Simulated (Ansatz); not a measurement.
# SiC (P6_3mc):V_C (site 1), thermodynamic levels from a 108-atom cell

Charge states of V_C (site 1) in SiC (P6_3mc), set against the band edges. Model: a cell of 108 host atoms with 1 C taken out.

Program: Ansatz 0.2.0. Level of theory: place-levels on r2SCAN runs: charge-transition levels and formation energies with image-charge correction and potential alignment at the atomic sites; PAW set soft_1. Results are calculated unless marked as measured.

## 1. Starting point

The cell holds 107 atoms: 54 Si and 53 C. Its edges and angles: a = 9.097 Å, b = 9.097 Å, c = 14.881 Å, α = 90.0°, β = 90.0°, γ = 120.0°. It derives from SiC (space group P6_3mc). Nearest the centre at fractional (0.556, 0.444, 0.542): Si88 at 1.86 Å, Si53 at 1.86 Å, Si100 at 1.86 Å, Si51 at 1.86 Å, C47 at 3.03 Å, C94 at 3.03 Å, C11 at 3.03 Å, C106 at 3.03 Å.

Screening for the image-charge correction: ε∞ = (7.09, 7.09, 7.35), ε0 = (10.43, 10.43, 10.95), computed on the host (DFPT, PBEsol, on the r2SCAN cell), and a cell off the functional's own equilibrium shifts the ionic part.

The relaxed host is scaled by −1.5 % along all axes; the dielectric constants are those of the unstrained host.

The cell's shortest repeat is 9.1 Å.

## 2. The runs of each charge state

Levels follow from differences of total energies between charge states, each relaxed by itself.

Random displacements of about 0.05 Å break the site symmetry at the start, so that the relaxation can reach a distorted minimum if there is one. Forces are taken at one point at (¼, ¼, ¼). The cell holds 2 electrons more than the neutral one, with a uniform background that keeps it neutral on the whole.

The sampling was tested on the host first: at the k-points planned (1x1x1 shifted 0.25 0.25 0.25) its energy lies -0.042 eV an atom from the dense-mesh value, a large miss, so this sampling is coarse for the host.

One state's input; the others differ in charge, spin, start and seed, and in occupations where the table says so.

Contents of qm2.relax/input.yaml:

```yaml
crystal:
  lattice:
    - [3.032485, 0.0, 0.0]
    - [-1.5162425, 2.62620905, 0.0]
    - [0.0, 0.0, 14.88124644]
  atoms:
    - { symbol: Si, position: [0.33333333, 0.66666667, 0.8329854] }
    - { symbol: Si, position: [0.66666667, 0.33333333, 0.3329854] }
    - { symbol: Si, position: [0.66666667, 0.33333333, 0.66650102] }
    - { symbol: Si, position: [0.33333333, 0.66666667, 0.16650102] }
    - { symbol: Si, position: [0.0, 0.0, 0.49972248] }
    - { symbol: Si, position: [0.0, 0.0, 0.99972248] }
    - { symbol: C, position: [0.0, 0.0, 0.87436694] }
    - { symbol: C, position: [0.0, 0.0, 0.37436694] }
    - { symbol: C, position: [0.33333333, 0.66666667, 0.70799668] }
    - { symbol: C, position: [0.66666667, 0.33333333, 0.20799668] }
    - { symbol: C, position: [0.66666667, 0.33333333, 0.54152848] }
    - { symbol: C, position: [0.33333333, 0.66666667, 0.04152848] }
  supercell: [3, 3, 1]
  defects: [{ vacancy: 58 }]
total_charge: -2
basis:
  ecutwfc: 500
  xc_grid: 2
hamiltonian:
  xc: r2scan
  pseudopotentials: { kind: paw, azcp: { folder: soft_1 } }
kpoints:
  mp_grid: { grid: [1, 1, 1], shift: [0.25, 0.25, 0.25] }
scf:
  occupations: { method: fixed }
  max_iter: 80
output:
  forces: true
  charged_corrections:
    epsilon: [7.09, 7.09, 7.35]
    static_epsilon: [10.43, 10.43, 10.95]
relax:
  f_tol: 0.02
  max_steps: 80
  random_displacement: { amplitude: 0.05, seed: 2493 }
checkpoint:
  write: "../qm2.relax.run"
  compress: false
  write_wavefunctions: true
  write_every: 100000
```

The run is started by

```bash
> ansatz run input.yaml --threads 4 --pin off --max-ram 15073MiB --backend cpu --events-out ev --progress --plain --runs-dir out
```

Defect states can disperse in a cell of this size, so the energy is taken again at a 2×2×2 shifted mesh, on the relaxed structure.

The run of this state that the levels use, under r2SCAN:

Contents of qm2.point/input.yaml:

```yaml
crystal:
  checkpoint: "../qm2.relax.run"
  host: checkpoint
total_charge: -2
basis:
  ecutwfc: 500
  xc_grid: 2
hamiltonian:
  xc: r2scan
  pseudopotentials: { kind: paw, azcp: { folder: soft_1 } }
kpoints:
  mp_grid: { grid: [2, 2, 2], shift: [0.5, 0.5, 0.5] }
scf:
  occupations: { method: fermi_dirac, width: 0.01 }
  max_iter: 80
output:
  forces: true
  eigenvalues: true
  charged_corrections:
    epsilon: [7.09, 7.09, 7.35]
    static_epsilon: [10.43, 10.43, 10.95]
    defect_position: [0.555556, 0.444444, 0.541528]
  eigenstates: { localisation: true }
  populations: true
  band_densities: [{ bands: [v1, v1] }, { bands: [c1, c1] }]
  write_density: true
  write_potential: true
  volumetric_format: npy
checkpoint:
  read: "../qm2.relax.run"
  write: "../qm2.point.run"
  compress: false
  write_wavefunctions: false
  write_every: 100000
```

Relaxations under r2SCAN at one point at (¼, ¼, ¼); times on 4 threads of Arm Neoverse V2, shared host:

```tsv
charge	moment (μB)	occupations	outcome	steps	largest displacement against the far atoms (Å)	time
−2	0	fixed	converged	13	0.35	5.5 min
−1	1	fixed	converged	15	0.42	17 min
0	0	fixed	converged	8	0.25	3.6 min
+1	1	fixed	converged	10	0.08	12 min
+2	0	fixed	converged	7	0.12	3 min
−2	2	fixed	converged	8	0.25	9.1 min
```

Single points under r2SCAN at a 2×2×2 shifted mesh; times on 4 threads of Arm Neoverse V2, shared host:

```tsv
charge	moment (μB)	occupations	outcome	time
−2	0	fermi-dirac	converged	3.1 min
−1	1	fermi-dirac	converged	8.9 min
0	0	fermi-dirac	converged	3.2 min
+1	1	fermi-dirac	converged	8.8 min
+2	0	fermi-dirac	converged	2.9 min
−2	2	fermi-dirac	converged	9.5 min
```

Distances (Å) from the ideal centre to the nearest atoms after relaxation with r2SCAN:

```tsv
charge	moment (μB)	1.	2.	3.	4.	5.	6.
−2	0	Si 1.59	Si 1.67	Si 1.68	Si 1.73	C 2.96	C 2.96
−2	2	Si 1.64	Si 1.66	Si 1.66	Si 1.70	C 2.97	C 2.98
−1	1	Si 1.45	Si 1.79	Si 1.81	Si 1.82	C 2.94	C 2.96
0	0	Si 1.76	Si 1.78	Si 1.80	Si 1.83	C 2.88	C 2.89
+1	1	Si 1.85	Si 1.85	Si 1.87	Si 1.91	C 2.96	C 2.98
+2	0	Si 1.92	Si 1.95	Si 1.95	Si 1.98	C 3.01	C 3.01
```

## 3. Levels against the band edges, r2SCAN

A charged cell interacts with its images and the background, and its potential has another zero than the host's. place-levels removes the first by a point-charge model, screened by the static dielectric constant since the ions have relaxed around the charge, and the second by comparing potentials at atoms far from the defect.

The host is a run of the defect-free crystal in the same cutoffs, grids and k-points, so that basis and sampling errors cancel in part in the differences. The host is run in a cell of 12 atoms on a matching mesh. Its band edges are searched through the zone by a band path, so the gap is smaller than, or equal to, that on the mesh. Chemical potentials are energies per atom of C (diamond), run with the same functional and cutoff. Carbon is taken as diamond, which semilocal functionals can put about 0.1 eV an atom over graphite.

Contents of levels.point.yaml:

```yaml
host:
  run: host.point.run
states: [qm2.point.run, qm1_M1.point.run, q0.point.run, qp1_M1.point.run, qp2.point.run, qm2_M2.point.run]
geometry_from:
  qm2.point.run: qm2.relax.run
  qm1_M1.point.run: qm1_M1.relax.run
  q0.point.run: q0.relax.run
  qp1_M1.point.run: qp1_M1.relax.run
  qp2.point.run: qp2.relax.run
  qm2_M2.point.run: qm2_M2.relax.run
  host.point.run: host.relax.run
chemical_potentials:
  C:
    energy: -251.553391
    dataset: "<sha256 of the dataset>"
epsilon: [7.09, 7.09, 7.35]
static_epsilon: [10.43, 10.43, 10.95]
vertical:
  - { from: qm2.point.run, to: qm2.point_neutral.run }
  - { from: qm1_M1.point.run, to: qm1_M1.point_neutral.run }
  - { from: qp1_M1.point.run, to: qp1_M1.point_neutral.run }
  - { from: qp2.point.run, to: qp2.point_neutral.run }
  - { from: qm2_M2.point.run, to: qm2_M2.point_neutral.run }
```

The run is started by

```bash
> ansatz place-levels levels.point.yaml -- --threads 4 --pin off --max-ram 15073MiB
```

Numbers of over 12 decimals in the logs are rounded to 6 here.

Output:

```text
[... repeated set-up lines and file paths are left out, and long positions are rounded to six places ...]
(+2/+1) 1.152 eV above the valence edge, 1.215 eV under the conduction edge
(+1/0) 1.387 eV above the valence edge, 0.980 eV under the conduction edge
(0/-1) 2.398 eV above the valence edge, in the conduction band
(-1/-2) 2.552 eV above the valence edge (+2.599 eV without the band-filling correction), in the conduction band
formation energy of charge +2: +2.379 eV with the Fermi level at the valence edge
formation energy of charge +1: +3.531 eV with the Fermi level at the valence edge
formation energy of charge 0: +4.918 eV with the Fermi level at the valence edge
formation energy of charge -1: +7.316 eV with the Fermi level at the valence edge
formation energy of charge -2: +9.869 eV with the Fermi level at the valence edge
vertical -2 to 0: no energy, since no alignment is typed
  the change from vertical[0].from (qm2.point.run) to vertical[0].to (qm2.point_neutral.run): by its potential at epsilon [7.09, 7.09, 7.35] it stands at 0.545 0.457 0.544, with an rms radius of about 2.5 Å (1.5 1.5 1.3 Å across the planes of the cell's [...]
vertical -1 to 0: no energy, since no alignment is typed
  the change from vertical[1].from (qm1_M1.point.run) to vertical[1].to (qm1_M1.point_neutral.run): by its potential at epsilon [7.09, 7.09, 7.35] it stands at 0.572 0.463 0.533, with an rms radius of about 2.5 Å (1.1 1.7 1.4 Å across the planes of the cell's [...]
vertical +1 to 0: no energy, since no alignment is typed
  the change from vertical[2].from (qp1_M1.point.run) to vertical[2].to (qp1_M1.point_neutral.run): by its potential at epsilon [7.09, 7.09, 7.35] it stands at 0.543 0.453 0.543, with an rms radius of about 2.6 Å (1.4 1.4 1.7 Å across the planes of the cell's [...]
vertical +2 to 0: no energy, since no alignment is typed
  the change from vertical[3].from (qp2.point.run) to vertical[3].to (qp2.point_neutral.run): by its potential at epsilon [7.09, 7.09, 7.35] it stands at 0.541 0.460 0.535, with an rms radius of about 3.2 Å (1.7 1.7 2.2 Å across the planes of the cell's [...]
vertical -2 to 0: no energy, since no alignment is typed
  the change from vertical[4].from (qm2_M2.point.run) to vertical[4].to (qm2_M2.point_neutral.run): by its potential at epsilon [7.09, 7.09, 7.35] it stands at 0.549 0.452 0.538, with an rms radius of about 2.4 Å (1.3 1.4 1.4 Å across the planes of the cell's [...]
  edges by r2scan, gap 2.367 eV; the host is sampled to repeats of 18.19 Å
  the defect's cells are sampled to repeats of 18.19 Å, like sampling
  charge +2: -47896.3522 eV with its correction of +0.441 eV, at epsilon [10.43, 10.43, 10.95], aligned at sites: -0.1176 eV, mean over 69 atomic sites at or beyond 4.55 Å from the host's site at [0.5553, 0.4448, 0.5416] by the defect at [0.5556, 0.4444, [...]
  charge +1: -47885.1856 eV with its correction of +0.072 eV, at epsilon [10.43, 10.43, 10.95], aligned at sites: -0.0972 eV, mean over 69 atomic sites at or beyond 4.55 Å from the host's site at [0.5553, 0.4448, 0.5416] by the defect at [0.5556, 0.4444, [...]
  charge 0: +0.000 eV for its dipole among its images, +0.000 omitted
  charge -1: -47861.3705 eV with its correction of +0.244 eV, at epsilon [10.43, 10.43, 10.95], aligned at sites: -0.0752 eV, mean over 69 atomic sites at or beyond 4.55 Å from the host's site at [0.5553, 0.4448, 0.5416] by the defect at [0.5556, 0.4444, [...]
  charge -2: -47848.7565 eV with its correction of +0.778 eV, at epsilon [10.43, 10.43, 10.95], aligned at sites: -0.0508 eV, mean over 69 atomic sites at or beyond 4.55 Å from the host's site at [0.5553, 0.4448, 0.5416] by the defect at [0.5556, 0.4444, [...]
  charge -2: states[0] (qm2.point.run) stands 0.064 eV higher, with a moment of 0.00 μB against 2.00
  of states[4] (qp2.point.run): it parts from the run at its places by a charge that spreads by about 1.7 Å along one vector (1.4 Å or more is wide), by its potential at epsilon [7.09, 7.09, 7.35], taken for that of held ions (one typed too small widens it), [...]
  of states[3] (qp1_M1.point.run): it parts from the run at its places by a charge that spreads by about 1.4 Å along one vector (1.4 Å or more is wide), by its potential at epsilon [7.09, 7.09, 7.35], taken for that of held ions (one typed too small widens [...]
  of states[1] (qm1_M1.point.run): it parts from the run at its places by a charge that spreads by about 1.7 Å along one vector (1.4 Å or more is wide), by its potential at epsilon [7.09, 7.09, 7.35], taken for that of held ions (one typed too small widens [...]
  of states[5] (qm2_M2.point.run): it parts from the run at its places by a charge that spreads by about 1.4 Å along one vector (1.4 Å or more is wide), by its potential at epsilon [7.09, 7.09, 7.35], taken for that of held ions (one typed too small widens [...]
  of states[0] (qm2.point.run): it parts from the run at its places by a charge that spreads by about 1.5 Å along one vector (1.4 Å or more is wide), by its potential at epsilon [7.09, 7.09, 7.35], taken for that of held ions (one typed too small widens it), [...]
  of vertical[0].from (qm2.point.run): its sublattices stand up to 0.0435 Å off the host's, which by the two runs' forces adds about -0.01 eV to its energy against the host's, and moves the band edges: relax the crystal first, and build the cells on it; [...]
  vertical[0].to (qm2.point_neutral.run): levels filled in part (TS 0.010 eV): its energy is of no whole electron's
  of vertical[1].from (qm1_M1.point.run): its sublattices stand up to 0.0254 Å off the host's, which by the two runs' forces adds about +0.02 eV to its energy against the host's, and moves the band edges: relax the crystal first, and build the cells on it; [...]
  of vertical[2].from (qp1_M1.point.run): stability_check_not_made; [...]
  of vertical[3].from (qp2.point.run): it parts from the run at its places by a charge that spreads by about 1.7 Å along one vector (1.4 Å or more is wide), by its potential at epsilon [7.09, 7.09, 7.35], taken for that of held ions (one typed too small [...]
  vertical[3].to (qp2.point_neutral.run): levels filled in part (TS 0.005 eV): its energy is of no whole electron's
  of vertical[4].from (qm2_M2.point.run): stability_check_not_made; [...]
```

It took 0.92 s on 4 threads of Arm Neoverse V2, shared host.

(Part 1 of 2 ends here.)

[Logs are printed without paths, hosts, clocks, repeated set-up lines and the standing remarks that a program may print on its own settings, such as how far it seeks lower states.]

[Hosts, paths, dates, database ids (printed as entryN), source tags and the programs' standing remarks are cut or masked in the printed files.]

[Where a table of states has a column of steps, it counts the stored structures, which are thinned; the runs took as many ionic steps or more.]

[A defect's name tells the site on which it was built; relaxed atoms can leave that site.]

[For some hosts the program warned that the k-mesh of the response run may be too coarse for force constants and the static dielectric constant; such warnings are not shown here.]
